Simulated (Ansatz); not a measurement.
## InPd (Pm-3m): a volume series of phonon spectra

Aim: how the vibrations of InPd shift with volume, and the expansion that follows. The starting cell is a computed one from a database.

Main program and level: Ansatz 0.2.0; DFT PBEsol, scalar-relativistic, plane waves, PAW.

Most raw output is cut from this account.

## (1) Set-up

It takes space group Pm-3m (No. 221, cubic). Conventional cell: a = 3.272 Å, b = 3.272 Å, c = 3.272 Å, α = 90.00°, β = 90.00°, γ = 90.00°. In has 8 Pd at 2.83 Å nearest. Nearest to Pd lie 8 In at 2.83 Å. Farther neighbours are not listed.

Structure file:

```cif
data_structure
_symmetry_space_group_name_H-M 'P 1'
_symmetry_Int_Tables_number 1
_cell_length_a 3.2719
_cell_length_b 3.2719
_cell_length_c 3.2719
_cell_angle_alpha 90.000
_cell_angle_beta 90.000
_cell_angle_gamma 90.000
_cell_volume 35.03
loop_
_atom_site_label
_atom_site_type_symbol
_atom_site_fract_x
_atom_site_fract_y
_atom_site_fract_z
_atom_site_occupancy
In1 In 0.00000 0.00000 0.00000 1
Pd2 Pd 0.50000 0.50000 0.50000 1
```

## (2) A first coarse run

Before spending time, one coarse run tells the gap and the pressure of the starting cell.

input.yaml reads:

```yaml
crystal:
  lattice:
    - [3.27188478, 0.0, 0.0]
    - [0.0, 3.27188478, 0.0]
    - [0.0, 0.0, 3.27188478]
  atoms:
    - { symbol: In, position: [0.0, 0.0, 0.0] }
    - { symbol: Pd, position: [0.5, 0.5, 0.5] }
kpoints:
  mp_grid: { grid: [6, 6, 6] }
hamiltonian:
  xc: pbesol
scf:
  occupations: { method: gaussian, width: 0.1 }
  lower_state_search: "off"
output:
  forces: true
  stress: true
  eigenvalues: true
```

On the command line:

```sh
$ ansatz run input.yaml --threads 4 --pin off --max-ram 8192MiB --backend cpu --events-out ev --progress --plain --runs-dir out
```

Wall time 0.37 s (4 threads of Arm Neoverse V2, shared host); peak memory 0.3 GiB; 1 s of CPU time.

Numbers from this step:

* pressure: -2.675 GPa
* volume per atom: 17.51 Å³/atom
* gap on the k-mesh: 0 eV

The start is under -2.7 GPa at this level and looks like a metal on this mesh.

## (3) Relaxation

The vibrations must be taken about the equilibrium of this functional, not about the starting cell, so the structure is relaxed.

Changes to input.yaml since step 2:

```diff
@@ -9,3 +9,3 @@
 kpoints:
-  mp_grid: { grid: [6, 6, 6] }
+  mp_grid: { grid: [14, 14, 14] }
 hamiltonian:
@@ -19 +19,6 @@
   eigenvalues: true
+relax:
+  adjacent_minimum: "off"
+  f_tol: 0.005
+  max_steps: 80
+  cell: { stress_tol: 0.05 }
```

The job ended after 5 s (4 threads; peak memory 0.4 GiB).

Relaxation path:

```tsv
step	energy less that of the first step (eV)	largest force component (eV/Å)	pressure (GPa)	volume (Å³)
1	0.0000	0.0000	-2.95	35.03
2	0.0092	0.0000	5.12	33.08
3	-0.0078	0.0000	-0.26	34.29
4	-0.0079	0.0000	0.02	34.22
5*	-0.0075	0.0000	0.02	34.22
```

Relaxation steps marked * repeat the geometry before them on a plane-wave basis chosen anew for their cell, so energy and pressure can jump there. Relaxation step 2 was tried and not accepted.

Forces are held to the 48 operations that the run works with; a distortion that breaks them can't arise in this run.

```tsv
conventional cell, symmetrised	before	after	change
a (Å)	3.272	3.247	-0.8 %
b (Å)	3.272	3.247	-0.8 %
c (Å)	3.272	3.247	-0.8 %
volume (Å³/atom)	17.51	17.11	-2.3 %
```

The relaxed structure:

```
In Pd
1.0
     3.24663    0.00000    0.00000
     0.00000    3.24663    0.00000
     0.00000    0.00000    3.24663
In Pd
1 1
Cartesian
  0.0000 0.0000 0.0000
  1.6233 1.6233 1.6233
```

This step gave:

```yaml
pressure: 0.02342 GPa
volume_per_atom: 17.11 Å³/atom
```

The relaxation ends with a pressure of 0.02 GPa.

## (4) Relaxing to small residual forces and stress

The relaxation is repeated with tighter thresholds on force and stress, since phonons are sensitive to what is left; a change of mesh or smearing in the input moves the cell too.

input.yaml reads:

```yaml
crystal:
  lattice:
    - [3.2466286229, 0.0, 0.0]
    - [0.0, 3.2466286229, 0.0]
    - [0.0, 0.0, 3.2466286229]
  atoms:
    - { symbol: In, position: [0.0, 0.0, 0.0] }
    - { symbol: Pd, position: [0.5, 0.5, 0.5] }
kpoints:
  mp_grid: { grid: [16, 16, 16] }
hamiltonian:
  xc: pbesol
scf:
  occupations: { method: methfessel_paxton, width: 0.2 }
  lower_state_search: "off"
output:
  forces: true
  stress: true
  eigenvalues: true
relax:
  adjacent_minimum: "off"
  f_tol: 0.001
  max_steps: 60
  cell: { stress_tol: 0.01 }
```

Elapsed: 4.9 s, on 4 threads; peak memory 0.42 GiB.

Little changed from the start: no atom moved by 0.005 Å and no cell edge by 0.1 %.

This step gave:

* pressure: 2.25e-5 GPa
* volume per atom: 17.12 Å³/atom

The residual pressure is 2.3e-5 GPa, small enough for phonons.

## (5) Lattice dynamics at this volume, V/V0 1

The same q-mesh and k-mesh are kept at every volume, so that much of their error can cancel in the differences.

input.yaml, the sections that differ from step 4:

```yaml
crystal:
  lattice:
    - [3.2470237878, 0.0, 0.0]
    - [0.0, 3.2470237878, 0.0]
    - [0.0, 0.0, 3.2470237878]
  atoms:
    - { symbol: In, position: [0.0, 0.0, 0.0] }
    - { symbol: Pd, position: [0.5, 0.5, 0.5] }
output:
  eigenvalues: true
phonons:
  method: dfpt
  qmesh: [4, 4, 4]
  temperatures: { t_max: 1000, t_step: 50 }
  qpath:
    path:
      - [[0.0, 0.0, 0.0], [0.0, 0.5, 0.0], [0.5, 0.5, 0.0], [0.0, 0.0, 0.0], [0.5, 0.5, 0.5], [0.0, 0.5, 0.0]]
      - [[0.5, 0.5, 0.5], [0.5, 0.5, 0.0]]
    npoints: 10
# kpoints, hamiltonian, scf: as in step 4
# relax: removed
```

It took 8.6 min on 4 threads; peak memory 3.9 GiB; 33 min of CPU time.

Numbers from this step:

| Quantity | Value |
| --- | --- |
| Γ frequencies | 0, 0, 0, 144.8, 144.8, 144.8 cm⁻¹ (negative: imaginary) |
| lowest frequency on the path | 0 cm⁻¹ |
| zero-point energy | 0.03942 eV/cell |
| point group | m-3m |
| highest frequency | 174.4 cm⁻¹ |
| Debye temperature from the second moment | 212 K |

No LO-TO term. Phonon branches along the path, in cm⁻¹:

```tsv
point	branch 1	branch 2	branch 3	branch 4	branch 5	branch 6
Γ	0	0	0	145	145	145
halfway	50	50	84	130	130	153
X	83	83	105	105	117	164
halfway	59	71	89	103	155	170
M	49	49	99	101	174	174
halfway	29	70	93	120	141	160
Γ	0	0	0	145	145	145
halfway	53	53	87	147	147	147
R	96	96	96	146	146	146
halfway	63	64	76	126	152	167
X	83	83	105	105	117	164
jump to R	96	96	96	146	146	146
halfway	67	67	86	123	163	163
M	49	49	99	101	174	174
```

Tetrahedra on 20 20 20, mean over bins of 2 cm⁻¹. Phonon density of states against wavenumber; read off at these points:

```tsv
wavenumber (cm⁻¹)	phonon density of states (1/cm⁻¹/cell)
1.0	0
7.0	1.0e-4
13.0	7.7e-4
19.0	0.00231
25.0	0.00477
31.0	0.0106
37.0	0.0175
43.0	0.0257
49.0	0.0414
55.0	0.0445
61.0	0.0498
67.0	0.0606
69.0	0.0719
73.0	0.0492
77.0	0.0586
79.0	0.0566
85.0	0.0652
91.0	0.0404
97.0	0.0331
103.0	0.0193
109.0	0.0279
115.0	0.0279
121.0	0.0312
127.0	0.0458
133.0	0.0388
139.0	0.0390
145.0	0.0236
151.0	0.0505
157.0	0.0601
163.0	0.0725
167.0	0.0846
169.0	0.0620
175.0	7.0e-4
```

Harmonic. Thermo, by row:

```tsv
T (K)	F_vib (meV/atom)	S (J/mol-atom/K)	C_V (J/mol-atom/K)
0	19.71	0	0
50	18.39	7.668	12.71
100	11.27	19.33	20.29
150	-1.13	28.09	22.66
200	-17.48	34.75	23.61
250	-36.91	40.08	24.07
300	-58.86	44.49	24.33
350	-82.91	48.25	24.49
400	-108.8	51.53	24.6
450	-136.2	54.43	24.67
500	-165.2	57.03	24.72
550	-195.3	59.39	24.76
600	-226.7	61.55	24.79
650	-259.1	63.53	24.81
700	-292.5	65.37	24.83
750	-326.8	67.08	24.84
800	-362	68.69	24.86
850	-398	70.2	24.86
900	-434.7	71.62	24.87
950	-472.2	72.96	24.88
1000	-510.4	74.24	24.89
```

Phonopy on the run's constants, 17x17x17 mesh, Gaussian sigma 2.0 cm⁻¹. Modes against wavenumber; read off at these points; values in 1/cm⁻¹/cell:

```tsv
wavenumber (cm⁻¹)	In	Pd
-5.0	0	0
0.0	6.0e-5	6.0e-5
5.0	1.0e-5	1.0e-5
10.0	3.4e-4	3.2e-4
15.0	5.3e-4	5.1e-4
20.0	0.00142	0.00146
25.0	0.00234	0.00262
30.0	0.00431	0.00542
35.0	0.00616	0.00847
40.0	0.00853	0.0130
45.0	0.0108	0.0181
50.0	0.0151	0.0277
55.0	0.0135	0.0270
60.0	0.0166	0.0355
65.0	0.0170	0.0401
66.5	0.0185	0.0454
70.0	0.0165	0.0428
75.0	0.0121	0.0426
80.0	0.00900	0.0479
84.1	0.00756	0.0504
85.0	0.00726	0.0495
90.0	0.00558	0.0373
95.0	0.00355	0.0325
100.0	0.00597	0.0112
105.0	0.0217	0.00353
110.0	0.0238	0.00369
115.0	0.0225	0.00482
120.0	0.0231	0.00665
125.0	0.0280	0.00879
128.0	0.0320	0.00926
130.0	0.0301	0.00954
135.0	0.0298	0.0105
140.0	0.0253	0.0107
145.0	0.0204	0.00948
150.0	0.0309	0.0153
155.0	0.0394	0.0173
160.0	0.0465	0.0183
165.0	0.0574	0.0192
170.0	0.0370	0.0142
175.0	0.00549	0.00266
180.0	3.2e-5	1.6e-5
185.0	0	0
```

No LO-TO term. Modes at Γ, with each element's share of the kinetic energy:

```tsv
mode	frequency (cm⁻¹)	symmetry	In %	Pd %
1	0.0	T1u	52	48
2	0.0	T1u	52	48
3	0.0	T1u	52	48
4	144.8	T1u	48	52
5	144.8	T1u	48	52
6	144.8	T1u	48	52
```

Displacements in mode 4 (144.8 cm⁻¹), the largest set to 1:
```
In1  0.00  0.02 -0.93
Pd2  0.00 -0.02  1.00
```

No mode is imaginary beyond numerical noise at the solved wavevectors.

## (6) A cell at another volume, V/V0 1.02

Symmetry fixes every atom, so a single point at the scaled cell gives the energy and pressure of this member.

input.yaml, the sections that differ from step 5:

```yaml
crystal:
  lattice:
    - [3.2685278833, 0.0, 0.0]
    - [0.0, 3.2685278833, 0.0]
    - [0.0, 0.0, 3.2685278833]
  atoms:
    - { symbol: In, position: [0.0, 0.0, 0.0] }
    - { symbol: Pd, position: [0.5, 0.5, 0.5] }
output:
  forces: true
  stress: true
  eigenvalues: true
# kpoints, hamiltonian, scf: as in step 5
# phonons: removed
```

The job ended after 1.2 s (4 threads; peak memory 0.4 GiB; 4.2 s of CPU time).

This step gave:

```yaml
pressure: -2.560 GPa
volume_per_atom: 17.46 Å³/atom
```

The run ends at a pressure of -2.56 GPa.

## (7) Phonons, V/V0 1.02

input.yaml, the sections that differ from step 6:

```yaml
output:
  eigenvalues: true
phonons:
  method: dfpt
  qmesh: [4, 4, 4]
  temperatures: { t_max: 1000, t_step: 50 }
  qpath:
    path:
      - [[0.0, 0.0, 0.0], [0.0, 0.5, 0.0], [0.5, 0.5, 0.0], [0.0, 0.0, 0.0], [0.5, 0.5, 0.5], [0.0, 0.5, 0.0]]
      - [[0.5, 0.5, 0.5], [0.5, 0.5, 0.0]]
    npoints: 10
# crystal, kpoints, hamiltonian, scf: as in step 6
```

Wall time 8.7 min (4 threads); peak memory 4 GiB; 34 min of CPU time.

No mode is imaginary beyond numerical noise at the solved wavevectors. The highest zone-centre mode (no LO–TO term) moved by -5.8 % for a volume change of +2.0 %.

## (8) A cell at another volume, V/V0 0.98

The cell differs from the one that the last finished run ended in (a 3.269 → 3.225 Å, b 3.269 → 3.225 Å, c 3.269 → 3.225 Å).

input.yaml, the sections that differ from step 7:

```yaml
crystal:
  lattice:
    - [3.2252310252, 0.0, 0.0]
    - [0.0, 3.2252310252, 0.0]
    - [0.0, 0.0, 3.2252310252]
  atoms:
    - { symbol: In, position: [0.0, 0.0, 0.0] }
    - { symbol: Pd, position: [0.5, 0.5, 0.5] }
output:
  forces: true
  stress: true
  eigenvalues: true
# kpoints, hamiltonian, scf: as in step 7
# phonons: removed
```

It took 1.2 s on 4 threads; peak memory 0.39 GiB.

The run ends at a pressure of 2.93 GPa.

## (9) Lattice dynamics at this volume, V/V0 0.98

input.yaml, the sections that differ from step 8:

```yaml
output:
  eigenvalues: true
phonons:
  method: dfpt
  qmesh: [4, 4, 4]
  temperatures: { t_max: 1000, t_step: 50 }
  qpath:
    path:
      - [[0.0, 0.0, 0.0], [0.0, 0.5, 0.0], [0.5, 0.5, 0.0], [0.0, 0.0, 0.0], [0.5, 0.5, 0.5], [0.0, 0.5, 0.0]]
      - [[0.5, 0.5, 0.5], [0.5, 0.5, 0.0]]
    npoints: 10
# crystal, kpoints, hamiltonian, scf: as in step 8
```

Wall time 8.5 min (4 threads); peak memory 3.9 GiB.

No mode is imaginary beyond numerical noise at the solved wavevectors. The highest zone-centre mode (no LO–TO term) moved by +6.0 % for a volume change of -2.0 %.

## (10) A cell at another volume, V/V0 1.04

The cell differs from the one that the last finished run ended in (a 3.225 → 3.290 Å, b 3.225 → 3.290 Å, c 3.225 → 3.290 Å).

input.yaml, the sections that differ from step 9:

```yaml
crystal:
  lattice:
    - [3.289752685, 0.0, 0.0]
    - [0.0, 3.289752685, 0.0]
    - [0.0, 0.0, 3.289752685]
  atoms:
    - { symbol: In, position: [0.0, 0.0, 0.0] }
    - { symbol: Pd, position: [0.5, 0.5, 0.5] }
output:
  forces: true
  stress: true
  eigenvalues: true
# kpoints, hamiltonian, scf: as in step 9
# phonons: removed
```

Wall time 1.2 s (4 threads); peak memory 0.4 GiB.

The run ends at a pressure of -4.79 GPa.

## (11) Lattice dynamics at this volume, V/V0 1.04

input.yaml, the sections that differ from step 10:

```yaml
output:
  eigenvalues: true
phonons:
  method: dfpt
  qmesh: [4, 4, 4]
  temperatures: { t_max: 1000, t_step: 50 }
  qpath:
    path:
      - [[0.0, 0.0, 0.0], [0.0, 0.5, 0.0], [0.5, 0.5, 0.0], [0.0, 0.0, 0.0], [0.5, 0.5, 0.5], [0.0, 0.5, 0.0]]
      - [[0.5, 0.5, 0.5], [0.5, 0.5, 0.0]]
    npoints: 10
# crystal, kpoints, hamiltonian, scf: as in step 10
```

The job ended after 8.7 min (4 threads; peak memory 4 GiB; 34 min of CPU time).

No LO-TO term. The phonon branches at the labelled points (cm⁻¹):

```tsv
point	branch 1	branch 2	branch 3	branch 4	branch 5	branch 6
Γ	0	0	0	128	128	128
halfway	43	43	73	115	115	137
X	70	70	94	94	101	152
halfway	51	65	78	92	138	154
M	46	46	88	90	156	156
halfway	27	62	78	106	129	143
Γ	0	0	0	128	128	128
halfway	43	43	78	131	131	132
R	80	80	80	134	134	134
halfway	55	57	60	114	135	151
X	70	70	94	94	101	152
jump to R	80	80	80	134	134	134
halfway	58	58	72	112	147	147
M	46	46	88	90	156	156
```

No mode is imaginary beyond numerical noise at the solved wavevectors. The highest zone-centre mode (no LO–TO term) moved by -11.4 % for a volume change of +4.0 %.

## (12) A cell at another volume, V/V0 1.06

The cell differs from the one that the last finished run ended in (a 3.290 → 3.311 Å, b 3.290 → 3.311 Å, c 3.290 → 3.311 Å).

input.yaml, the sections that differ from step 11:

```yaml
crystal:
  lattice:
    - [3.3107070887, 0.0, 0.0]
    - [0.0, 3.3107070887, 0.0]
    - [0.0, 0.0, 3.3107070887]
  atoms:
    - { symbol: In, position: [0.0, 0.0, 0.0] }
    - { symbol: Pd, position: [0.5, 0.5, 0.5] }
output:
  forces: true
  stress: true
  eigenvalues: true
# kpoints, hamiltonian, scf: as in step 11
# phonons: removed
```

Elapsed: 1.2 s, on 4 threads; peak memory 0.4 GiB; 4.2 s of CPU time.

The run ends at a pressure of -6.72 GPa.

## (13) Lattice dynamics at this volume, V/V0 1.06

input.yaml, the sections that differ from step 12:

```yaml
output:
  eigenvalues: true
phonons:
  method: dfpt
  qmesh: [4, 4, 4]
  temperatures: { t_max: 1000, t_step: 50 }
  qpath:
    path:
      - [[0.0, 0.0, 0.0], [0.0, 0.5, 0.0], [0.5, 0.5, 0.0], [0.0, 0.0, 0.0], [0.5, 0.5, 0.5], [0.0, 0.5, 0.0]]
      - [[0.5, 0.5, 0.5], [0.5, 0.5, 0.0]]
    npoints: 10
# crystal, kpoints, hamiltonian, scf: as in step 12
```

Elapsed: 8.9 min, on 4 threads; peak memory 4.1 GiB.

(Continued in part 2 of 2.)

[Logs are printed without paths, hosts, clocks, repeated set-up lines and the standing remarks that a program may print on its own settings, such as how far it seeks lower states.]

[Hosts, paths, dates, database ids (printed as entryN), source tags and the programs' standing remarks are cut or masked in the printed files.]

[A step with changed settings may run another functional than the one named; its input shows which.]

[Of the runs on displaced cells, only some may be shown.]
